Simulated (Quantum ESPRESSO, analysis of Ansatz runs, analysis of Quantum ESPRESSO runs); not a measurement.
**Local vibrational mode of the vacancy with two H in Ge (PBE) (Quantum ESPRESSO)**

Aim: the local vibrational mode of the vacancy with two H in Ge, to be set beside the measurement. Set-up: PBE, GBRV 1.5 PBE, 32-site cell, PBE lattice, k: the single point 1/4 1/4 1/4, the defect atoms alone displaced. The model is a cell of 32 host atoms with 1 Ge taken out and 2 H put in. The frequencies come from the force constants of the defect atoms alone, with every neighbour held at rest.

**The experiment.** Upper Ge-H stretch: 1992.6 cm⁻¹ at 9 K, by FTIR absorption, uniaxial stress, isotope substitution (“Hydrogen-Related Defects in Proton-Implanted Silicon and Germanium: An Infrared Absorption Spectroscopy Study”, 1998, Michael Budde, 1998 (PhD thesis, University of Aarhus)). Lower Ge-H stretch: 1979.5 cm⁻¹ at 9 K, by FTIR absorption, uniaxial stress, isotope substitution (“Hydrogen-Related Defects in Proton-Implanted Silicon and Germanium: An Infrared Absorption Spectroscopy Study”, 1998, Michael Budde, 1998 (PhD thesis, University of Aarhus)). The runs below try to reproduce this.

Program: Quantum ESPRESSO 7.5. Level of theory: Quantum ESPRESSO plane-wave DFT, PBE, GBRV 1.5 PBE potentials; relaxation of all atoms of a defect supercell. Results are calculated unless marked as measured.

## Step 1: The starting structure

The cell holds 33 atoms: 31 Ge and 2 H. Cell: a = 9.968 Å, b = 9.968 Å, c = 9.968 Å, α = 109.5°, β = 109.5°, γ = 109.5°. It derives from Ge (space group Fd-3m). Nearest the centre at fractional (0.500, 0.500, 0.500): H33 at 0.92 Å, H32 at 0.93 Å, Ge25 at 2.48 Å, Ge31 at 2.49 Å, Ge22 at 2.50 Å, Ge26 at 2.51 Å, Ge8 at 4.05 Å, Ge13 at 4.05 Å.

The host's primitive cell comes from a first run (Quantum ESPRESSO plane-wave DFT, PBE, GBRV 1.5 PBE potentials; relaxation of cell and atoms of a defect-free cell): vectors of 4.070, 4.070 and 4.070 Å. That is 23.83 Å³ an atom, 5.3 % over the diffraction cell's volume. The supercell is built on it.

## Step 2: Relaxation, charge 0

Every later number rests on the structure around the defect, so the atoms are relaxed at the host's lattice first.

Input file pw.in:

```
&CONTROL
  calculation = 'relax'
  prefix = 'pwscf'
  outdir = './tmp'
  pseudo_dir = './pseudo'
  tprnfor = .true.
  disk_io = 'low'
  nstep = 70
  forc_conv_thr = 0.00039
  etot_conv_thr = 0.0001
/
&SYSTEM
  ibrav = 0
  nat = 33
  ntyp = 2
  ecutwfc = 45
  ecutrho = 360
  nbnd = 222
  occupations = 'smearing'
  smearing = 'fd'
  degauss = 0.00073499
  nosym = .true.
/
&ELECTRONS
  conv_thr = 3d-08
  electron_maxstep = 100
  mixing_beta = 0.5
/
&IONS
  ion_dynamics = 'bfgs'
/
ATOMIC_SPECIES
Ge    72.6300 ge_pbe_v1.4.uspp.F.UPF
H      1.0080 h_pbe_v1.4.uspp.F.UPF
CELL_PARAMETERS angstrom
  -5.7552132298    5.7552132298    5.7552132298
   5.7552132298   -5.7552132298    5.7552132298
   5.7552132298    5.7552132298   -5.7552132298
ATOMIC_POSITIONS crystal
Ge    -0.0012251750   -0.0023800266    0.4983002566
Ge     0.0014237615    0.2496369073    0.2516368700
Ge    -0.0011603532    0.4998596481    0.0012857044
Ge     0.0005145659    0.7508032413    0.7523324128
Ge     0.2494861915   -0.0003522918    0.2516712428
Ge     0.2487107990    0.2506851651   -0.0013613608
Ge     0.2506074523    0.5017361100    0.7521796546
Ge     0.2517167762    0.7496806059    0.4995561004
Ge     0.5016502755    0.0022836620    0.0018760517
Ge     0.5018684253    0.2517840615    0.7522451763
Ge     0.5021603574    0.7502362639    0.2513289439
Ge     0.7514807436    0.0020620663    0.7501754765
Ge     0.7496160632    0.2515790111    0.5014657422
Ge     0.7488138906    0.4987554444    0.2475434892
Ge     0.7498041887    0.7511371505   -0.0013122656
Ge     0.0006221620    0.0023684206    0.2509257667
Ge     0.0005509239    0.2522911647    0.0004874587
Ge    -0.0001909708    0.5011089052    0.7519527224
Ge     0.0002698333    0.7491144676    0.4980479673
Ge     0.2498829691    0.0001489311   -0.0019838791
Ge     0.2520479665    0.2521198625    0.7509869827
Ge     0.2485037694    0.4984065678    0.5003477291
Ge     0.2510218546    0.7521764178    0.2501367433
Ge     0.4983544364    0.0000696646    0.7507044342
Ge     0.5014745276    0.2520500889    0.5021966193
Ge     0.5002659496    0.4994107716    0.2480174907
Ge     0.5022834591    0.7513252034    0.0004821813
Ge     0.7502490543   -0.0018870696    0.5000762517
Ge     0.7490825569    0.2514530990    0.2497144518
Ge     0.7515812390    0.4991713360    0.0000839788
Ge     0.7482497635    0.7505569418    0.7492018412
H      0.4053135060    0.4977896742    0.4991939045
H      0.4990589691    0.4062380397    0.4975763842
K_POINTS crystal
1
0.25 0.25 0.25 1.0
```

Command:

```bash
$ OMP_NUM_THREADS=1 mpirun -n 4 pw.x -in pw.in > pw.out
```

The program printed:

```text
This program is part of the open-source Quantum ESPRESSO suite
     for quantum simulation of materials; please cite
         "P. Giannozzi et al., J. Phys.:Condens. Matter 21 395502 (2009);
         "P. Giannozzi et al., J. Phys.:Condens. Matter 29 465901 (2017);
         "P. Giannozzi et al., J. Chem. Phys. 152 154105 (2020);
          URL
     in publications or presentations arising from this work. More details at

     Subspace diagonalization in iterative solution of the eigenvalue problem:
     one sub-group per band group will be used
     scalapack distributed-memory algorithm (size of sub-group:  2*  2 procs)

     --------------------
     sticks:   dense  smooth     PW     G-vecs:    dense   smooth      PW
     Min        2392    1199    319               148398    52470    7297
     Max        2393    1200    320               148399    52471    7300
     Sum        9569    4799   1279               593593   209883   29197

     Using Slab Decomposition

     bravais-lattice index     =            0
     lattice parameter (alat)  =      18.8374  a.u.
     unit-cell volume          =    5145.6572 (a.u.)^3
     number of atoms/cell      =           33
     number of atomic types    =            2
     number of electrons       =       436.00
     number of Kohn-Sham states=          222
     kinetic-energy cutoff     =      45.0000  Ry
     charge density cutoff     =     360.0000  Ry
     scf convergence threshold =      3.0E-08
     mixing beta               =       0.5000
     number of iterations used =            8  plain     mixing
     energy convergence thresh.=      1.0E-04
     force convergence thresh. =      3.9E-04
     Exchange-correlation=  SLA  PW   PBX  PBC
                           (   1   4   3   4   0   0   0)
     nstep                     =           70

     celldm(1)=  18.837398  celldm(2)=   0.000000  celldm(3)=   0.000000
     celldm(4)=   0.000000  celldm(5)=   0.000000  celldm(6)=   0.000000

     crystal axes: (cart. coord. in units of alat)
               a(1) = (  -0.577350   0.577350   0.577350 )
               a(2) = (   0.577350  -0.577350   0.577350 )
               a(3) = (   0.577350   0.577350  -0.577350 )

     reciprocal axes: (cart. coord. in units 2 pi/alat)
               b(1) = ( -0.000000  0.866025  0.866025 )
               b(2) = (  0.866025 -0.000000  0.866025 )
               b(3) = (  0.866025  0.866025  0.000000 )

     PseudoPot. # 1 for Ge read from file:
     ge_pbe_v1.4.uspp.F.UPF
     Pseudo is Ultrasoft + core correction, Zval = 14.0
     Generated by new atomic code, or converted to UPF format
     Using radial grid of  873 points,  6 beta functions with:
                l(1) =   0
                l(2) =   0
                l(3) =   1
                l(4) =   1
                l(5) =   2
                l(6) =   2
     Q(r) pseudized with  8 coefficients,  rinner =    1.400   1.400   1.400
                                                       1.400   1.400

     PseudoPot. # 2 for H  read from file:
     h_pbe_v1.4.uspp.F.UPF
     Pseudo is Ultrasoft, Zval =  1.0
     Generated by new atomic code, or converted to UPF format
     Using radial grid of  615 points,  2 beta functions with:
                l(1) =   0
                l(2) =   0
     Q(r) pseudized with  8 coefficients,  rinner =    0.700

     atomic species   valence    mass     pseudopotential
     Ge               14.00    72.63000     Ge( 1.00)
     H                 1.00     1.00800     H ( 1.00)

     No symmetry found

   Cartesian axes

     site n.     atom                  positions (alat units)
         1        Ge     tau(   1) = (   0.2870270   0.2883605  -0.2897753  )
         2        Ge     tau(   2) = (   0.2885885   0.0019767  -0.0003327  )
         3        Ge     tau(   3) = (   0.2900063  -0.2885217   0.2871819  )
         4        Ge     tau(   4) = (   0.8675387   0.0011800  -0.0005858  )
         5        Ge     tau(   5) = (   0.0010581   0.2895468  -0.0014649  )
         6        Ge     tau(   6) = (   0.0003539  -0.0019259   0.2891124  )
         7        Ge     tau(   7) = (   0.5792603   0.2892819   0.0000946  )
         8        Ge     tau(   8) = (   0.5759184   0.0009193   0.2897382  )
         9        Ge     tau(   9) = (  -0.2872263   0.2893926   0.2898633  )
        10        Ge     tau(  10) = (   0.2899227   0.5786952   0.0008125  )
        11        Ge     tau(  11) = (   0.2883315   0.0018781   0.5779667  )
        12        Ge     tau(  12) = (   0.0004369   0.8657911   0.0019441  )
        13        Ge     tau(  13) = (   0.0019796   0.5770632   0.2885189  )
        14        Ge     tau(  14) = (  -0.0014520   0.2872906   0.5773652  )
        15        Ge     tau(  15) = (   0.0000119  -0.0015272   0.8673265  )
        16        Ge     tau(  16) = (   0.1458803   0.1438639  -0.1431454  )
[...]
24        Ge     tau(  24) = (   0.1457346   0.7211043  -0.1456541  )
        25        Ge     tau(  25) = (   0.1459381   0.4339486   0.1451043  )
        26        Ge     tau(  26) = (   0.1426992   0.1436867   0.4339707  )
        27        Ge     tau(  27) = (   0.1440627  -0.1435059   0.7234929  )
        28        Ge     tau(  28) = (  -0.1455268   0.7229652   0.1433478  )
        29        Ge     tau(  29) = (  -0.1431338   0.4314792   0.4334868  )
        30        Ge     tau(  30) = (  -0.1456804   0.1457774   0.7220739  )
        31        Ge     tau(  31) = (   0.4338839   0.4312198   0.4327846  )
        32        H      tau(  32) = (   0.3416009   0.2348186   0.2331971  )
        33        H      tau(  33) = (   0.2336857   0.3408660   0.2353976  )

     number of k points=     1  Fermi-Dirac smearing, width (Ry)=  0.0007
                       cart. coord. in units 2pi/alat
        k(    1) = (   0.4330127   0.4330127   0.4330127), wk =   2.0000000

     Dense  grid:   593593 G-vectors     FFT dimensions: ( 120, 120, 120)

     Smooth grid:   209883 G-vectors     FFT dimensions: (  81,  81,  81)

     Initial potential from superposition of free atoms

     starting charge     435.9729, renormalised to     436.0000
     Starting wfcs are  281 randomized atomic wfcs

     Self-consistent Calculation

     iteration #  1     ecut=    45.00 Ry     beta= 0.50
     Davidson diagonalization with overlap
     ethr =  1.00E-02,  avg # of iterations =  2.0

     Threshold (ethr) on eigenvalues was too large:
     Diagonalizing with lowered threshold

     Davidson diagonalization with overlap
     ethr =  1.35E-04,  avg # of iterations =  2.0

     total energy              =   -6625.09903589 Ry
[...]
atom    7 type  1   force =    -0.00004233   -0.00013000    0.00005858
     atom    8 type  1   force =    -0.00019388    0.00007304   -0.00006597
     atom    9 type  1   force =    -0.00008422    0.00010132   -0.00011125
     atom   10 type  1   force =    -0.00014496   -0.00008830    0.00003695
     atom   11 type  1   force =     0.00000065   -0.00000678   -0.00001863
     atom   12 type  1   force =     0.00003481   -0.00002740   -0.00011970
     atom   13 type  1   force =    -0.00011184    0.00010211   -0.00020951
     atom   14 type  1   force =     0.00002402   -0.00017000   -0.00005355
     atom   15 type  1   force =    -0.00021272   -0.00000659    0.00008518
     atom   16 type  1   force =     0.00004160    0.00019725    0.00001855
[...]
Total force =     0.001588     Total SCF correction =     0.000098
     Energy error            =      6.5E-06 Ry
     Gradient error          =      4.7E-04 Ry/Bohr

     number of scf cycles    =  28
     number of bfgs steps    =  27

     energy             old  =   -6625.1309100941 Ry
     energy             new  =   -6625.1309165529 Ry

     CASE: energy            _new < energy            _old

     new trust radius        =       0.0034862157 bohr
     new conv_thr            =       0.0000000003 Ry

ATOMIC_POSITIONS (crystal)
Ge               0.0006696158        0.0008276689        0.5002696330
Ge              -0.0054737011        0.2476706259        0.2466853547
Ge               0.0011863889        0.5014045932        0.0002714829
Ge               0.0014652452        0.7534984686        0.7498079836
Ge               0.2474690953       -0.0052073544        0.2467242562
Ge               0.2593883368        0.2596895176        0.0141477724
Ge               0.2481199407        0.5013003201        0.7538744059
Ge               0.2507206919        0.7544945368        0.5003330795
Ge               0.5011957419        0.0014763258        0.0002210260
Ge               0.5011001581        0.2484295869        0.7538524947
Ge               0.5037926991        0.7525847487        0.2508436261
Ge               0.7532953906        0.0017183359        0.7498325205
Ge               0.7543330581        0.2509008108        0.5003196375
Ge               0.7523762121        0.5040353530        0.2508727546
Ge               0.7456444159        0.7458898352       -0.0139045211
Ge              -0.0006168418       -0.0003592062        0.2471636368
[...]
NEW-OLD atomic charge density approx. for the potential

     Self-consistent Calculation

     iteration #  1     ecut=    45.00 Ry     beta= 0.50
     Davidson diagonalization with overlap
     ethr =  1.00E-06,  avg # of iterations =  2.0

     Threshold (ethr) on eigenvalues was too large:
     Diagonalizing with lowered threshold

     Davidson diagonalization with overlap
     ethr =  1.96E-10,  avg # of iterations =  7.0

     total energy              =   -6625.13092086 Ry
     estimated scf accuracy    <       0.00000122 Ry

     iteration #  2     ecut=    45.00 Ry     beta= 0.50
     Davidson diagonalization with overlap
     ethr =  2.80E-10,  avg # of iterations =  4.0

     total energy              =   -6625.13092084 Ry
     estimated scf accuracy    <       0.00000104 Ry

     iteration #  3     ecut=    45.00 Ry     beta= 0.50
     Davidson diagonalization with overlap
     ethr =  2.38E-10,  avg # of iterations =  3.0

     total energy              =   -6625.13092100 Ry
     estimated scf accuracy    <       0.00000057 Ry

     iteration #  4     ecut=    45.00 Ry     beta= 0.50
     Davidson diagonalization with overlap
     ethr =  1.30E-10,  avg # of iterations =  3.0

     total energy              =   -6625.13092107 Ry
     estimated scf accuracy    <       0.00000012 Ry

     iteration #  5     ecut=    45.00 Ry     beta= 0.50
     Davidson diagonalization with overlap
     ethr =  2.78E-11,  avg # of iterations =  3.0

     total energy              =   -6625.13092109 Ry
     estimated scf accuracy    <          5.2E-09 Ry

     iteration #  6     ecut=    45.00 Ry     beta= 0.50
     Davidson diagonalization with overlap
     ethr =  1.20E-12,  avg # of iterations =  4.0

     total energy              =   -6625.13092109 Ry
     estimated scf accuracy    <          1.3E-09 Ry

     iteration #  7     ecut=    45.00 Ry     beta= 0.50
     Davidson diagonalization with overlap
     ethr =  2.89E-13,  avg # of iterations =  5.0

     total energy              =   -6625.13092109 Ry
     estimated scf accuracy    <          4.3E-10 Ry

     iteration #  8     ecut=    45.00 Ry     beta= 0.50
     Davidson diagonalization with overlap
     ethr =  1.00E-13,  avg # of iterations =  5.0

     End of self-consistent calculation

          k = 0.4330 0.4330 0.4330 ( 26284 PWs)   bands (ev):

[...]
-16.9026 -16.8864 -16.8857  -4.2299  -4.1891  -4.1676  -3.9442  -2.6466
    -2.5776  -2.5648  -2.5544  -2.5489  -2.5251  -2.5122  -2.4826  -2.4788
    -2.4722  -2.3901  -1.5051   0.0902   0.2006   0.2150   0.2314   0.2347
     0.2692   0.2712   0.2928   0.2977   0.3121   0.5517   1.7161   2.7792
     2.8602   2.9278   3.3744   3.7891   3.9443   3.9618   3.9811   3.9830
     3.9999   4.0237   4.0583   4.0667   4.1331   4.3823   4.5200   5.0322
     5.1672   5.2101   5.2282   5.2494   5.2522   5.2634   5.2651   5.2908
     5.3143   5.8056   5.9204   6.4717   6.6320   6.6523   6.6850   6.6911
     6.7108   7.0438   7.5421   8.0648   8.0947   8.1636

     the Fermi energy is     7.2856 ev

!    total energy              =   -6625.13092109 Ry
     estimated scf accuracy    <          2.9E-11 Ry
     smearing contrib. (-TS)   =      -0.00000000 Ry
     internal energy E=F+TS    =   -6625.13092109 Ry

     The total energy is F=E-TS. E is the sum of the following terms:
     one-electron contribution =   -4503.73155161 Ry
     hartree contribution      =    2641.73440288 Ry
     xc contribution           =   -1808.41434686 Ry
     ewald contribution        =   -2954.71942550 Ry

     convergence has been achieved in   8 iterations

     Forces acting on atoms (cartesian axes, Ry/au):

[...]
atom   26 type  1   force =    -0.00005961   -0.00000484    0.00005727
     atom   27 type  1   force =    -0.00026211   -0.00023517    0.00000381
     atom   28 type  1   force =     0.00001907   -0.00011855    0.00003942
     atom   29 type  1   force =    -0.00017978    0.00007938   -0.00014915
     atom   30 type  1   force =    -0.00004673   -0.00038055    0.00015228
     atom   31 type  1   force =     0.00000818    0.00028052    0.00017044
     atom   32 type  2   force =    -0.00007550    0.00006957   -0.00025003
     atom   33 type  2   force =     0.00012015   -0.00006012   -0.00031464

     Total force =     0.001270     Total SCF correction =     0.000025
     Energy error            =      4.5E-06 Ry
     Gradient error          =      3.8E-04 Ry/Bohr

     bfgs converged in  29 scf cycles and  28 bfgs steps
     (criteria: energy <  1.0E-04 Ry, force <  3.9E-04 Ry/Bohr)

     End of BFGS Geometry Optimization

     Final energy             =   -6625.1309210895 Ry

     File ./tmp/pwscf.bfgs deleted, as requested
Begin final coordinates

ATOMIC_POSITIONS (crystal)
[...]
Ge               0.5142756863        0.5145300458        0.2704408039
Ge               0.5014291092        0.7515190705       -0.0023447185
Ge               0.7529590593        0.0038956218        0.5004595408
Ge               0.7486348721        0.2512861682        0.2487860445
Ge               0.7512620864        0.5016147736       -0.0023284656
Ge               0.7427007971        0.7429989985        0.7285751723
H                0.3859083778        0.5018253810        0.5001286208
H                0.5018859314        0.3861511530        0.4999229264
End final coordinates

=------------------------------------------------------------------------------=
   JOB DONE.
=------------------------------------------------------------------------------=
```

Run time: 45 min. Hardware: 4 MPI ranks of Arm Neoverse V2, shared host; peak memory 3.3 GiB; 3 h of CPU time.

(Part 1 of 2 ends here.)

[Logs are printed without paths, hosts, clocks, repeated set-up lines and the standing remarks that a program may print on its own settings, such as how far it seeks lower states.]

[Hosts, paths, dates, database ids (printed as entryN), source tags and the programs' standing remarks are cut or masked in the printed files.]

[For some hosts the program warned that the k-mesh of the response run may be too coarse for force constants and the static dielectric constant; such warnings are not shown here.]
